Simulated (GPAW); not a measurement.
# Selenium (P3_121, 3 atoms a cell): G0W0 with GPAW, start to end, part 2 of 2

Aim: the G0W0 gap of Selenium (P3_121, 3 atoms a cell) on PBE, step by step.

GPAW 26.7.0; PBE and many-body steps on it, plane waves. Known limits of the many-body steps: not at the basis limit; no spin-orbit coupling; coarse k mesh.

So far. Step 3 (Bands along the symmetry lines): The gap is 1.010 eV, as in the run before at this level. Step 4 (Empty states on the mesh, 3×3×4 mesh, 385 bands): On this mesh the gap is 1.240 eV. The earlier step found 1.010 eV, so this mesh misses an edge.

**5. Screening and self-energy, 3×3×4 mesh, 174 bands, screening to 96 eV**

G0W0 replaces the xc potential by the self-energy, built once from these orbitals. Only a window of levels is corrected, while the sums run over the empty bands that the input names.

This step: G0W0 on PBE, plane waves, PAW.

The input, run.py:

```python
import json
import numpy as np
from gpaw.mpi import world
from gpaw.response.g0w0 import G0W0

gw = G0W0('full.gpw',
    filename='gw',
    kpts=[0, 13],
    bands=(7, 11),
    ecut=96,
    nbands=174,
    integrate_gamma='WS',
    ppa=True)
gw.calculate()
res = {mode: {k: v for k, v in r.items() if k != 'sigma_eskwn'}
       for mode, r in gw.all_results.items()}

if world.rank == 0:
    with open('result.json', 'w') as f:
        json.dump(res, f, default=lambda x: x.tolist())
```

Run with:

```sh
$ mpirun -n 8 gpaw python run.py
```

Numbers of over 12 decimals in the logs are rounded to 6 here.

Log:

```text
Using integrator: PointIntegrator
FrequencyGridDescriptor(from 0.000+0.000j to 0.000+27.211j eV, 2 points)
Nonperiodic BCs:  [False False False]
Using integrator: PointIntegrator
FrequencyGridDescriptor(from 0.000+0.000j to 0.000+27.211j eV, 2 points)
Nonperiodic BCs:  [False False False]
  ___  _ _ _
 |   || | | |
 | | || | | |
 |__ ||_____|
 |___|

BZ k-points: Symmetries present (total): 2

  [... matrices ...]
36 k-points: 3 x 3 x 4 Monkhorst-Pack grid + [0.000000,0.000000,1/8]
14 k-points in the irreducible part of the Brillouin zone
       k-points in crystal coordinates                weights
   0:     0.00000000    0.00000000    0.00000000          1/36
   1:     0.00000000    0.00000000    0.25000000          2/36
   2:     0.00000000    0.00000000    0.50000000          1/36
   3:     0.33333333   -0.33333333   -0.25000000          2/36
   4:     0.33333333   -0.33333333    0.00000000          2/36
   5:     0.33333333   -0.33333333    0.25000000          2/36
   6:     0.33333333   -0.33333333    0.50000000          2/36
   7:     0.33333333    0.00000000   -0.25000000          4/36
   8:     0.33333333    0.00000000    0.00000000          4/36
   9:     0.33333333    0.00000000    0.25000000          4/36
          ...
  13:     0.33333333    0.33333333    0.50000000          2/36

Distributing spins, k-points and bands (1 x 2 x 4) over 8 processes
Number of blocks: 1

Quasi particle states:
k-points (IBZ indices): [0, 13]
Band range: (7, 11)
  [... matrices ...]
Computational parameters:
Plane wave cut-off: 96 eV
Number of bands: 174
Coulomb cutoff: None
Broadening: 0.1 eV

fxc modes: GW
Kernel: RPA
Using Godby-Needs plasmon-pole approximation:
  Fitting energy: i*E0, E0 = 1.000 Hartree
Summing all q:

Calculating screened Coulomb potential
No Coulomb truncation
FrequencyGridDescriptor(from 0.000+0.000j to 0.000+27.211j eV, 2 points)
Removing empty qpoint cache files...

Calculating chi0 body with:
    Ground state adapter containing:
    Number of spins: 1
    Number of kpoints: 36
    Number of irreducible kpoints: 14
    Number of completely occupied states: 9
    Number of partially occupied states: 9
    Occupied states memory: 1.9775390625 M / cpu

    Linear response parametrization:
    q_c: [0.0, 0.0, 0.0]
    Number of frequency points: 2
    Planewave cutoff: 96.0
    Number of bands: 174
    Number of planewaves: 163
    Broadening (eta): 1e-06
    comm.size: 8
    kncomm.size: 8
    blockcomm.size: 1

    Memory estimate of potentially large arrays:
        chi0_wGG: 0.810822 M / cpu
Integrating chi0 body.

Symmetries of q_c:
    Direct symmetries (Uq -> q): 2
    Indirect symmetries (TUq -> q): 2
In total 4 allowed symmetries.

  [... matrices ...]
14 groups of equivalent kpoints. 61.111111% reduction.

Integral kind: response function
Integrating chi0 head and wings.

Symmetries of q_c:
    Direct symmetries (Uq -> q): 2
    Indirect symmetries (TUq -> q): 2
In total 4 allowed symmetries.

  [... matrices ...]
14 groups of equivalent kpoints. 61.111111% reduction.

Integral kind: response function wings

Calculating chi0 body with:
    Ground state adapter containing:
    Number of spins: 1
    Number of kpoints: 36
    Number of irreducible kpoints: 14
    Number of completely occupied states: 9
    Number of partially occupied states: 9
    Occupied states memory: 1.9775390625 M / cpu

[... the further q-points ...]

Results:
f:      Occupation numbers
eps:     KS-eigenvalues [eV]
vxc:     KS vxc [eV]
exx:     Exact exchange [eV]
sigma:   Self-energies [eV]
dsigma:  Self-energy derivatives
Z:       Renormalization factors
qp:      QP-energies [eV]

k-point 0 (0): (0.000, 0.000, 0.000)                GW
band       f     eps     vxc     exx   sigma  dsigma       Z      qp
                                                                   GW
   7   1.000   2.427 -13.887 -17.114   2.536  -0.322   0.756   1.905
   8   1.000   4.066 -15.007 -17.669   2.114  -0.301   0.769   3.645
   9   0.000   6.360 -15.038 -10.764  -3.682  -0.290   0.775   6.819
  10   0.000   6.360 -15.038 -10.764  -3.682  -0.290   0.775   6.819

k-point 1 (13): (0.333, 0.333, 0.500)                GW
band       f     eps     vxc     exx   sigma  dsigma       Z      qp
                                                                   GW
   7   1.000   4.261 -15.549 -17.458   1.494  -0.291   0.775   3.940
   8   1.000   4.261 -15.549 -17.458   1.494  -0.291   0.775   3.940
   9   0.000   5.501 -15.037 -11.239  -3.270  -0.280   0.781   5.914
  10   0.000   7.192 -15.138 -10.771  -3.747  -0.292   0.774   7.671
```

Wall time 39 s (8 MPI ranks of Arm Neoverse V1, shared host); peak memory 2 GiB.

Numbers from this step:

* G0W0 gap on the points computed: 1.974 eV
* least direct G0W0 gap on the computed points: 1.974 eV
* Z at the valence top: 0.7748
* Z at the conduction bottom: 0.7814
* starting gap on the mesh: 1.240 eV
* k of the valence top: 0.3333, 0.3333, 0.5
* k of the conduction bottom: 0.3333, 0.3333, 0.5

The gap on the mesh goes from 1.24 eV to 1.97 eV, a correction of +0.73 eV. The start differs from the 1.01 eV found before because the two sample other k points.

Limits: finite bands, cutoff and mesh; no spin-orbit coupling; coarse k mesh. v1 is the top filled band, c1 the lowest empty one. The levels before and after the correction (eV, zero at the valence-band top of each column):

```csv
,conduction bottom,valence top
Kohn-Sham,1.24,0.00
G0W0,1.97,0.00
```

```csv
,level,energy (eV)
Kohn-Sham,(0.333 0.333 0.5) v2-v1,0.000
Kohn-Sham,(0.333 0.333 0.5) c1,1.240
Kohn-Sham,(0.333 0.333 0.5) c2,2.930
G0W0,(0.333 0.333 0.5) v2-v1,0.000
G0W0,(0.333 0.333 0.5) c1,1.974
G0W0,(0.333 0.333 0.5) c2,3.732
```

**6. Where the time went**

Times are wall times on 8 MPI ranks of Arm Neoverse V1, shared host, good to a factor of about two.

```csv
step,time,share,memory (GiB)
ground state,8.4 s,11 %,1.2
bands along the symmetry lines,8.4 s,11 %,1.3
empty states on the mesh,20 s,27 %,3.1
screening and self-energy,39 s,51 %,2.0
```

**7. Summary of results**

```json
{"PBE gap": "1.01 eV, indirect", "G0W0 gap on the mesh": "1.97 eV", "G0W0 gap over the zone (rigid shift)": "1.74 eV", "GW settings": "3×3×4 mesh, 174 bands, screening to 96 eV, Godby-Needs plasmon pole", "known limits": "not at the basis limit; no spin-orbit coupling; coarse k mesh"}
```

In words: G0W0 moves the gap on the mesh from 1.24 eV to 1.97 eV (+0.73 eV), with Z of 0.77 and 0.78 at the edges. The mesh misses the band edges by 0.23 eV in all; a rigid shift gives 1.74 eV for the zone. Only 2 of the mesh's irreducible points were corrected, so a valley elsewhere could overtake. The dearest step here is «screening and self-energy». Against experiment, by G0W0@PBE: the gap of 1.74 eV lies +0.06 eV from the measured 1.68 eV (electronic, 78 K, 2023); the gap of 1.74 eV lies −0.21 eV from the measured 1.95 ± 0.04 eV (optical, 2017). An exciton line or allowed optical edge lies below the quasiparticle gap by the binding energy; a forbidden edge can push the onset above it. The calculation has static nuclei and no excitons; a measured gap holds zero-point and thermal motion, which mostly lowers it. Bands and cutoff are finite, so the gap is not at the basis limit. The miss can reach some tenths of an eV and take either sign; the mesh is an error of its own. These stock PAW sets were not made for GW; the filled d or f shell of Se lies in the frozen core, which bears on start and correction. In the G0W0 run levels were corrected at 2 k points alone, so a gap called «on the mesh» is the least over those, and an edge elsewhere would be missed. A denser mesh or path gives a starting gap of 1.01 eV: the GW mesh misses a band edge, so its gaps are not the fundamental one. The 3×3×4 mesh is coarse for this cell, which bears on the long-range parts of exchange and screening. The many-body steps are scalar-relativistic: spin-orbit coupling is not in them.

[Paths, hosts, dates, memory and timing lines, banners, echoed tables and standing remarks are left out of the program output.]

[Logs are printed without paths, hosts, clocks, repeated set-up lines and the standing remarks that a program may print on its own settings, such as how far it seeks lower states.]

[Runs of the session that timed out or met a known fault of the program may be left out.]

[Hosts, paths, dates, database ids (printed as entryN), source tags and the programs' standing remarks are cut or masked in the printed files.]
